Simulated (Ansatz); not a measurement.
# 1T-FeBrI monolayer in a perpendicular field, part 2 of 2

Wanted: the out-of-plane response of the 1T-FeBrI monolayer. A positive field points along +c.

Ansatz 0.2.0; plane-wave DFT, PBE-D3(BJ), Ansatz PAW (set soft_1); PAW set soft_1.

So far. Step 2 (Relaxing the slab): The lattice constant a goes from 3.576 to 3.826 Å.

## Step 3: Atoms held, field 0

A sawtooth potential applies the field, turning back in the middle of the vacuum. With the dipole correction the typed value is the field outside the slab. The induced dipole is small, so the SCF threshold is tight.

The cell differs from the one that the last finished run ended in (c 37.047 → 21.126 Å).

input.yaml reads:

```yaml
crystal:
  lattice:
    - [3.8263327707, 0.0, 0.0]
    - [-1.9131663854, 3.3137013828, 0.0]
    - [0.0, 0.0, 21.1255293346]
  atoms:
    - { symbol: I, position: [0.6666666667, 0.3333333333, 0.4260248279], spin: 0.18 }
    - { symbol: Fe, position: [0.0, 0.0, 0.5059489436], spin: 3.43 }
    - { symbol: Br, position: [0.3333333333, 0.6666666667, 0.5739751721], spin: 0.14 }
magnetization:
  spin_polarized: true
kpoints:
  mp_grid: { grid: [18, 18, 1] }
  band_path:
    path: [[0, 0, 0], [0.5, 0, 0], [0.33333333, 0.33333333, 0], [0, 0, 0]]
    npoints: 16
hamiltonian:
  xc: pbe
  dispersion: d3bj
  pseudopotentials: { kind: paw, azcp: { folder: soft_1 } }
scf:
  occupations: { method: fermi_dirac, width: 0.02585 }
  convergence: { dr2_threshold: 1.0e-10 }
efield:
  axis: 3
  dipole_correction: true
  ramp_position: 0.97
  ramp_width: 0.06
  amplitude: 0
output:
  dos: { projected: true, e_range: [-6, 5] }
  write_potential: true
  write_density: true
  volumetric_format: npy
  elf: true
```

Started as:

```bash
$ ansatz run input.yaml --threads 2 --pin off --max-ram 3072MiB --backend cpu --events-out ev --progress --plain --runs-dir out
```

Numbers of over 12 decimals in the logs are rounded to 6 here.

The program printed:

```text
[...]
Crystal: 3 atoms, lattice volume = 267.857 Å³
Basis set: ecut = 420 eV, 5219 PW (Γ)
Bands: 27, of which v1, the nominal top of the filled ones, is band 20 counted from 1 (19 counted from 0)
Symmetry: 6 space group operations
k-points: 37 of 324 (time reversal used)
[...]
Starting moments: Σ|m| = 3.75 μB on 3 of 3 sites
[...]
SCF iter   1: F=—  HF=-14777.280618 eV  |F-HF|=—  |Δ(HF+E_count)|=         —  Δρ=1.41e-2 (↑1.41e-2 ↓8.84e-3)  dr2=3.75e-1  dr2_m=2.54e-1  M=4.000 μB ∫|m|=4.006 μB  β_m=1.00  ethr=8.78e-4  p=0.000 e·Å  D=3.23e-7 V/Å  ΔV_dip=-0.00 eV  dr2_dipole=3.84e-3  V_vac-E_F(+/−)=4.92/4.92 eV  ⟨swp⟩=1.6  Hψ=16018  notcnv=0
[...]
efield: sawtooth ramp at fractional position 0.9700 (set: `efield.ramp_position`, or a place that a band, a saddle search or an elastic batch's reference lends), width 0.0600; the density the first Hamiltonian is built on has a dipole p = 0.000 e·Å; the dipole correction subtracts the counter field D = 3.23e-7 V/Å, which shifts the + side's vacuum level by -0.00 eV against the − side's; the planar-averaged density in the ramp window peaks in size at 2.3e-6 e/Å³
eigensolver tolerance schedule calibrated: the retry pair's looser diagonalisation under-reported the residual by θ = 0.06 (0.12/decade); ethr = c·dr2/N_el runs at the constant in force after the calibration composes with the one it found (an armed cap, an earlier calibration), c = 7.5e-2
[...]
SCF iter   2: F=—  HF=-14777.680572 eV  |F-HF|=—  |Δ(HF+E_count)|=   4.00e-1  Δρ=3.78e-3 (↑2.94e-3 ↓3.78e-3)  dr2=5.91e-2  dr2_m=1.53e-3  M=4.000 μB ∫|m|=4.019 μB  β_m=0.35  ethr=7.04e-4  p=-0.015 e·Å  D=-1.05e-2 V/Å  ΔV_dip=0.22 eV  dr2_dipole=7.73e-7  V_vac-E_F(+/−)=4.71/4.49 eV  ⟨swp⟩=4.0  Hψ=4399  notcnv=0  defer=20
density mixer auto → msr1: a metal under ldos (density of states about μ 1.12 of a free-electron gas's, 42 screened modes)
SCF iter   3: F=—  HF=-14777.992313 eV  |F-HF|=—  |Δ(HF+E_count)|=   3.12e-1  Δρ=3.66e-3 (↑3.66e-3 ↓2.45e-3)  dr2=3.98e-2  dr2_m=8.60e-3  M=4.000 μB ∫|m|=4.025 μB  β_m=0.57  ethr=1.11e-4  p=-0.019 e·Å  D=-1.30e-2 V/Å  ΔV_dip=0.28 eV  dr2_dipole=3.40e-5  V_vac-E_F(+/−)=4.73/4.46 eV  ⟨swp⟩=3.4  Hψ=4606  notcnv=0  defer=113
[...]
SCF iter  13: F=-14778.160986 eV  HF=-14778.160986 eV  |F-HF|=3.64e-12  |Δ(HF+E_count)|=  4.95e-10  Δρ=6.52e-8 (↑6.52e-8 ↓6.07e-8)  dr2=2.60e-11  dr2_m=2.41e-12  M=4.000 μB ∫|m|=4.024 μB  ethr=1.00e-12  p=-0.028 e·Å  D=-1.89e-2 V/Å  ΔV_dip=0.40 eV  dr2_dipole=2.35e-13  V_vac-E_F(+/−)=5.18/4.78 eV  ⟨swp⟩=10.3  Hψ=8021  notcnv=0
[...]
SCF 1 converged in 13 iterations: F = -14778.160986 eV  dr2 = 2.60e-11
[...]
NSCF: frozen V_eff on 49 k-points
efield: sawtooth ramp at fractional position 0.9700 (kept from the solve that this one continues, or follows in the run), width 0.0600; the density the first Hamiltonian is built on has a dipole p = -0.028 e·Å; the dipole correction subtracts the counter field D = -1.89e-2 V/Å, which shifts the + side's vacuum level by +0.40 eV against the − side's; the planar-averaged density in the ramp window peaks in size at 3.5e-6 e/Å³
SCF converged after 13 iterations
Magnetization: 4.0000 μB (22.0000 up, 18.0000 down)
Absolute magnetization: 4.0240 μB (∫|ρ↑−ρ↓|, with the PAW one-centre terms)
[...]
Per-site moments (μB) at R_I (Å): [(0.180021, 1.146950), (3.427485, 1.087116), (0.144519, 1.087116)]
Free energy (F): -14778.160986 eV
[...]
Internal energy: -14778.155892 eV  (E = F + TS)
E sigma→0 (E₀):  -14778.158439 eV
Entropy (-TS):   -0.005094 eV (-1.698 meV/atom)
Fermi energy:    -1.151043 eV
Dipole field:    D = -0.018881 V/Å  (p = -0.027949 e·Å, saw-weighted, corrected)
Work function:   Φ+ = 5.1834 eV   Φ− = 4.7845 eV
Levels:          The Fermi level and band energies are counted from a zero that moves with the ramp; work functions are not
[...]
--- Band table (eV; the first three rows and the last of 74) ---
  k-point 0 ↑: bands = [... 16 lower, -4.1767, -3.6839, -2.8892, -2.8892, -1.4688, -1.4688, 1.7013, 3.0854, ... 3 higher]
  k-point 1 ↑: bands = [... 16 lower, -4.1920, -3.6633, -2.9743, -2.9024, -1.6254, -1.4955, 1.8237, 3.1872, ... 3 higher]
  k-point 2 ↑: bands = [... 16 lower, -4.2035, -3.6151, -3.1537, -2.9461, -2.0047, -1.5645, 2.1369, 3.3693, ... 3 higher]
  k-point 36 ↓: bands = [... 16 lower, -3.9136, -1.0206, -0.9458, -0.7902, -0.0862, 0.2221, 3.1825, 4.6044, ... 3 higher]
```

The job ended after 50 s (2 threads of Arm Neoverse V2, shared host; peak memory 0.87 GiB; 99 s of CPU time).

In the SCF lines HF is the Harris–Foulkes energy and dr2 the Hartree energy of the density residual, in eV; the loop may stop once dr2 is under the threshold and the program's other checks hold. Hψ counts applications of the Hamiltonian.

Numbers from this step:

* energy at zero smearing: -14778.1584 eV
* site moments: 0.1800, 3.427, 0.1445 μB
* work function, upper face: 5.183 eV
* work function, lower face: 4.785 eV
* dipole along the normal: -0.02795 e·Å
* step between the vacuum levels: 0.3989 eV

Running mean over a fixed 2.8 Å (it still follows the layers) of the planar mean; the ramp of the sawtooth is left out. Electron's electrostatic potential energy less the Fermi level against z:

| z (Å) | electron's electrostatic potential energy less the Fermi level (eV) |
| --- | --- |
| 3.0 | 4.78 |
| 3.5 | 4.78 |
| 4.0 | 4.78 |
| 4.5 | 4.78 |
| 5.0 | 4.78 |
| 5.5 | 4.77 |
| 6.0 | 4.72 |
| 6.5 | 4.50 |
| 7.0 | 3.50 |
| 7.5 | 1.53 |
| 8.0 | -0.583 |
| 8.5 | -2.42 |
| 9.0 | -4.05 |
| 9.5 | -5.86 |
| 10.0 | -6.24 |
| 10.5 | -6.05 |
| 11.0 | -6.16 |
| 11.5 | -5.84 |
| 12.0 | -4.13 |
| 12.5 | -1.95 |
| 13.0 | -0.135 |
| 13.5 | 2.05 |
| 14.0 | 4.09 |
| 14.5 | 4.96 |
| 15.0 | 5.14 |
| 15.5 | 5.17 |
| 16.0 | 5.18 |
| 16.5 | 5.18 |
| 17.0 | 5.18 |
| 17.5 | 5.18 |
| 18.0 | 5.18 |

The density of states has structure finer than the step of the table below, so its rows give means over 0.25 eV, whole bins alone (the curve runs from -6 to 1.99 eV). Peaks (eV: height): total -4.900: 7.62, -4.350: 12.0, -4.260: 8.43, -3.050: 12.8, -2.470: 7.74, 0.200: 13.5, 0.530: 17.4; up -4.900: 6.35, -4.350: 11.1, -4.260: 7.64, -4.130: 5.38, -3.050: 7.91, -2.470: 5.79, -1.010: 6.42; down -4.730: 4.82, -3.520: 4.64, -3.050: 4.85, 0.200: 13.5, 0.530: 17.4, 1.140: 4.85, 1.440: 7.31.

Density of states against energy, zero at the Fermi level; means over each step; values in states/eV a cell:

```
energy (eV)  total      up    down
      -5.75  0.707   0.707       0
      -5.50   1.67    1.31   0.357
      -5.25   2.52    1.64   0.877
      -5.00   3.54    2.09    1.45
      -4.75   3.89    1.86    2.03
      -4.50   3.28    1.71    1.58
      -4.25   6.15    5.34   0.812
      -4.00   2.22    1.52   0.699
      -3.75   1.99    1.09   0.899
      -3.50   4.34    1.99    2.35
      -3.25   6.16    3.04    3.12
      -3.00   6.30    4.12    2.18
      -2.75   5.18    2.96    2.22
      -2.50   5.01    2.98    2.03
      -2.25   3.73    1.73    2.01
      -2.00   1.71    1.05   0.663
      -1.75  0.855   0.417   0.438
      -1.50   1.28   0.959   0.317
      -1.25   2.27    2.09   0.183
      -1.00   2.54    2.54       0
      -0.75   1.57    1.57       0
      -0.50  0.714   0.627  0.0867
      -0.25   2.90  0.0690    2.84
       0.00   2.45       0    2.45
       0.25   2.70       0    2.70
       0.50   4.33       0    4.33
       0.75      0       0       0
       1.00   1.69       0    1.69
       1.25   3.37       0    3.37
       1.50   3.04       0    3.04
       1.75      0       0       0
```

Projected DOS per atom over height of the atomic layer and energy from the Fermi level. Layers: I Fe Br from below.

Ten even steps from '0' (0.00 states/eV) to '9' (3.17 states/eV), each cell a mean:
```
000
170
050
000
090
090
040
210
321
211
101
422
663
493
477
223
122
375
425
213
112
000
```
Columns: height of the atomic layer (Å) from 9 to 12.1 (not evenly spaced); rows upwards: energy from the Fermi level (eV) from -5.96 to 1.96.

Projected DOS per atom, spin up over height of the atomic layer and energy from the Fermi level. Layers: I Fe Br from below.

Values in states/eV, 22 rows by 3 columns, each cell a mean:
```
0.00 0.00 0.00
0.00 0.00 0.00
0.00 0.00 0.00
0.00 0.00 0.00
0.00 0.00 0.00
0.00 0.00 0.00
0.23 0.06 0.03
0.78 0.36 0.25
0.95 0.77 0.56
0.52 0.56 0.39
0.11 0.11 0.30
0.38 0.61 0.58
0.64 1.63 0.74
0.51 2.83 0.41
0.66 1.99 0.50
0.42 0.73 0.26
0.46 0.82 0.35
0.51 2.27 1.22
0.59 0.67 0.88
0.51 0.34 0.67
0.40 0.39 0.54
0.15 0.13 0.16
```
Columns: height of the atomic layer (Å) from 9 to 12.1 (not evenly spaced); rows upwards: energy from the Fermi level (eV) from -5.96 to 1.96.

Projected DOS per atom, spin down over height of the atomic layer and energy from the Fermi level. Layers: I Fe Br from below.

Ten even steps from '0' (0.00 states/eV) to '9' (3.05 states/eV), each cell a mean:
```
000
170
060
010
090
090
040
000
000
000
100
301
401
212
216
102
001
101
203
101
000
000
```
Columns: height of the atomic layer (Å) from 9 to 12.1 (not evenly spaced); rows upwards: energy from the Fermi level (eV) from -5.96 to 1.96.

Deep bands are left out, so band numbers here count from the lowest band kept and differ from the log's. Electronic bands along the path, in eV, zero at the Fermi level; # counts the bands kept:

```
  point  up #8  up #9  up #10  up #11  down #7  down #8  down #9  down #10
      Γ  -1.74  -1.74   -0.32   -0.32    -0.30    -0.30     0.29      1.58
halfway  -2.37  -2.08   -1.47   -0.61    -0.30     0.12     0.53      1.10
      M  -2.87  -2.75   -1.02   -0.71    -0.40     0.21     0.50      1.37
halfway  -2.74  -2.50   -1.27   -1.00    -0.08     0.22     0.45      1.10
      K  -2.58  -2.51   -1.53   -1.06     0.13     0.21     0.36      1.06
halfway  -2.56  -2.12   -1.29   -1.02    -0.09     0.06     0.54      1.09
      Γ  -1.74  -1.74   -0.32   -0.32    -0.30    -0.30     0.29      1.58
```

Spin density in the ca plane at fractional y = 0.000, with atoms of Fe within 0.2 Å of it.

Ten even steps from '0' (0.0 e/Å³) to '9' (5.7 e/Å³), each cell a mean:
```
00000000000000000000000265100000000000000000
00000000000000000000000010000000000000000000
00000000000000000000000000000000000000000000
00000000000000000000000000000000000000000000
00000000000000000000000000000000000000000000
00000000000000000000000000000000000000000000
00000000000000000000000000000000000000000000
00000000000000000000000000000000000000000000
00000000000000000000000132000000000000000000
00000000000000000000000398200000000000000000
```
Columns run along c (16.0 Å, from fractional 0.09 to 0.84 of the cell), rows up along a (3.8 Å). Atoms in or near the plane, at fractional coordinates: Fe at (0.51, 0.00).

ELF in the ca plane at fractional y = 0.000, with atoms of Fe within 0.2 Å of it. It is the smooth field of the valence electrons, not physical close to the nuclei.

Ten even steps from '0' (0.00) to '9' (0.85), each cell a mean:
```
00000000000000000001112587411000000000000000
00000000000000000123321233212210000000000000
00000000000000013567763111135543100000000000
00000000000000136788886311478876310000000000
00000000000000247888887312589987521000000000
00000000000000146888886312578887420000000000
00000000000000124678775211357764210000000000
00000000000000001345542122123321000000000000
00000000000000000011211465311100000000000000
00000000000000000000112699410000000000000000
```
Columns run along c (16.0 Å, from fractional 0.09 to 0.84 of the cell), rows up along a (3.8 Å). Atoms in or near the plane, at fractional coordinates: Fe at (0.51, 0.00).

Valence density in the ca plane at fractional y = 0.000, with atoms of Fe within 0.2 Å of it. It is the smooth field of the valence electrons, not physical close to the nuclei.

Ten steps, logarithmic in the rise over the least value, from '0' (0 e/Å³) to '9' (25 e/Å³), each cell a mean:
```
00000000000000000000012798510000000000000000
00000000000000000000011354210000000000000000
00000000000000000001111111111000000000000000
00000000000000000011111100111110000000000000
00000000000000000112211000111110000000000000
00000000000000000012211000111110000000000000
00000000000000000011111111111100000000000000
00000000000000000000111222110000000000000000
00000000000000000000012577410000000000000000
00000000000000000000013799610000000000000000
```
Columns run along c (16.0 Å, from fractional 0.09 to 0.84 of the cell), rows up along a (3.8 Å). Atoms in or near the plane, at fractional coordinates: Fe at (0.51, 0.00).

The work function of the upper face is 5.18 eV.

## Step 4: Atoms held, field 0.1 V/Å

Changes to input.yaml since step 3:

```diff
@@ -26,7 +26,6 @@
   dipole_correction: true
-  ramp_position: 0.97
-  ramp_width: 0.06
-  amplitude: 0
+  ramp_position: 0.9479
+  ramp_width: 0.0951
+  amplitude: 0.1
 output:
-  dos: { projected: true, e_range: [-6, 5] }
   write_potential: true
@@ -34,2 +33 @@
   volumetric_format: npy
-  elf: true
```

The program printed:

```text
[...]
Crystal: 3 atoms, lattice volume = 267.857 Å³
Basis set: ecut = 420 eV, 5219 PW (Γ)
Bands: 27, of which v1, the nominal top of the filled ones, is band 20 counted from 1 (19 counted from 0)
Symmetry: 6 space group operations
k-points: 37 of 324 (time reversal used)
[...]
Starting moments: Σ|m| = 3.75 μB on 3 of 3 sites
[...]
k-point 1 ↑: bands = [... 16 lower, -4.1957, -3.6599, -2.9683, -2.8963, -1.6363, -1.5066, 1.8158, 3.0047, ... 3 higher]
  k-point 2 ↑: bands = [... 16 lower, -4.2097, -3.6155, -3.1482, -2.9407, -2.0145, -1.5752, 2.1218, 3.1694, ... 3 higher]
  k-point 36 ↓: bands = [... 16 lower, -3.9311, -1.0234, -0.9497, -0.7931, -0.0899, 0.2189, 3.1696, 4.5816, ... 3 higher]
[key lines of the parts left out:]
SCF converged after 14 iterations
Magnetization: 4.0000 μB (22.0000 up, 18.0000 down)
Free energy (F): -14778.159969 eV
Fermi energy:    -1.154126 eV
Dipole field:    D = 0.005145 V/Å  (p = 0.007617 e·Å, saw-weighted, corrected)
```

Wall time 52 s (2 threads); peak memory 0.87 GiB.

The dipole is 0.00762 e·Å, 0.0356 e·Å from its value without field.

## Step 5: Atoms held, field -0.1 V/Å

Changes to input.yaml since step 4:

```diff
@@ -28,3 +28,3 @@
   ramp_width: 0.0951
-  amplitude: 0.1
+  amplitude: -0.1
 output:
```

The program printed:

```text
[...]
Crystal: 3 atoms, lattice volume = 267.857 Å³
Basis set: ecut = 420 eV, 5219 PW (Γ)
Bands: 27, of which v1, the nominal top of the filled ones, is band 20 counted from 1 (19 counted from 0)
Symmetry: 6 space group operations
k-points: 37 of 324 (time reversal used)
[...]
Starting moments: Σ|m| = 3.75 μB on 3 of 3 sites
[...]
k-point 1 ↑: bands = [... 16 lower, -4.1854, -3.6636, -2.9777, -2.9058, -1.6116, -1.4814, 1.8237, 3.3120, ... 3 higher]
  k-point 2 ↑: bands = [... 16 lower, -4.1945, -3.6117, -3.1564, -2.9487, -1.9920, -1.5509, 2.1404, 3.4862, ... 3 higher]
  k-point 36 ↓: bands = [... 16 lower, -3.8931, -1.0149, -0.9390, -0.7844, -0.0797, 0.2280, 3.1976, 4.6280, ... 3 higher]
[key lines of the parts left out:]
SCF converged after 13 iterations
Magnetization: 4.0000 μB (22.0000 up, 18.0000 down)
Free energy (F): -14778.165558 eV
Fermi energy:    -1.145144 eV
Dipole field:    D = -0.042892 V/Å  (p = -0.063491 e·Å, saw-weighted, corrected)
```

Elapsed: 50 s, on 2 threads; peak memory 0.87 GiB; 99 s of CPU time.

The dipole is -0.0635 e·Å, -0.0355 e·Å from its value without field.

## Step 6: Response, atoms held

This step: plane-wave DFT, PBE-D3(BJ), Ansatz PAW (set soft_1); response to a field along the normal, atoms held; PAW set soft_1 (Ansatz 0.2.0).

The dipoles give the slope, and the difference of two potentials shows where the field is screened.

This step gave:

* equivalent conductor thickness p/(ε₀AE): 5.074 Å
* distance between the outer atoms: 3.126 Å

Table of dipole of the cell by applied field:

| applied field (V/Å) | dipole of the cell (e·Å) |
| --- | --- |
| -0.1000 | -0.0635 |
| 0.0000 | -0.0279 |
| 0.1000 | 0.00762 |

The total moment stays at 4 μB for applied field from -0.1 to 0.1 V/Å.

Local field over the applied field, running mean. From the potentials at -0.1 and 0.1 V/Å; running mean over 2.5 Å. The local field over applied field by z:

z (Å), local field over applied field and a bar:
```
     4.11      0.999 ##############################
     4.40      0.999 ##############################
     4.84      0.996 ##############################
     5.13      0.993 ##############################
     5.57      0.981 #############################
     5.87      0.965 #############################
     6.16      0.939 ############################
     6.60      0.867 ##########################
     6.90      0.794 #######################
     7.19      0.704 ####################
     7.63      0.554 ###############
     7.92      0.448 ############
     8.36      0.296 #######
     8.66      0.209 ####
     8.95      0.145 ##
     9.39      0.101 
     9.68      0.095 
     9.98      0.096 
    10.42      0.100 
    10.71      0.107 
    11.15      0.126 #
    11.44      0.141 ##
    11.74      0.164 ##
    12.18      0.232 #####
    12.47      0.305 #######
    12.76      0.395 ##########
    13.20      0.546 ###############
    13.50      0.646 ##################
    13.94      0.784 #######################
    14.23      0.861 #########################
    14.52      0.917 ###########################
    14.96      0.965 #############################
    15.26      0.982 #############################
    15.55      0.990 ##############################
    15.99      0.997 ##############################
    16.28      0.998 ##############################
    16.72      0.999 ##############################
    17.02      1.000 ##############################
```

Electrons, planar mean, per unit field. Induced electron density against z:

| z (Å) | induced electron density (e/Å³ per V/Å) |
| --- | --- |
| 4.11 | 2.7e-6 |
| 4.55 | 7.9e-6 |
| 4.99 | 2.2e-5 |
| 5.43 | 6.1e-5 |
| 5.87 | 1.6e-4 |
| 6.31 | 4.0e-4 |
| 6.75 | 9.3e-4 |
| 7.19 | 0.00196 |
| 7.63 | 0.00325 |
| 8.07 | 0.00313 |
| 8.51 | 0.00131 |
| 8.95 | 0.00103 |
| 9.39 | 1.2e-4 |
| 9.83 | -9.3e-4 |
| 10.27 | -0.00131 |
| 10.86 | 6.2e-4 |
| 11.30 | 9.1e-4 |
| 11.74 | -3.0e-4 |
| 12.18 | -9.7e-4 |
| 12.62 | -0.00204 |
| 13.06 | -0.00353 |
| 13.50 | -0.00262 |
| 13.94 | -0.00130 |
| 14.38 | -5.5e-4 |
| 14.82 | -2.2e-4 |
| 15.26 | -7.9e-5 |
| 15.70 | -2.8e-5 |
| 16.14 | -9.4e-6 |
| 16.58 | -3.2e-6 |
| 17.02 | -1.0e-6 |

By hand: between -0.1 and 0.1 V/Å the dipole changes by 0.07111 e·Å, a slope of 0.3555 e·Å²/V. A perfect conductor of thickness t has p = ε₀AEt, so t = 180.95 × 0.3555 / 12.679 = 5.07 Å (e/ε₀ = 180.95 V·Å, A in Å²).

The induced dipole is that of a conductor 5.07 Å thick.

## Step 7: Summary of results

| Property | Result |
| --- | --- |
| gap without field | none |
| work function, upper face | 5.18 eV |
| step between the vacuum levels | 0.399 eV |
| equivalent conductor thickness, atoms held | 5.07 Å |

In words: The induced dipole equals that of a perfect conductor 5.07 Å thick, while the outer atoms lie 3.13 Å apart. The two faces differ: the vacuum level above lies 0.40 eV higher than the one below. There is no gap over 0.03 eV, with or without the field. For an open d or f shell that can be the fault of a semilocal functional without a Hubbard term. The magnetic order is the one reached from the typed start; other orders were not compared. Spin-orbit coupling is left out, which matters for the bands of elements this heavy.

[Logs are printed without paths, hosts, clocks, repeated set-up lines and the standing remarks that a program may print on its own settings, such as how far it seeks lower states.]

[Hosts, paths, dates, database ids (printed as entryN), source tags and the programs' standing remarks are cut or masked in the printed files.]

[Maps of the electrostatic potential energy from Ansatz leave out the sawtooth potential of an applied field or a dipole correction, so their vacuum need not be flat; planar profiles and work functions include it.]
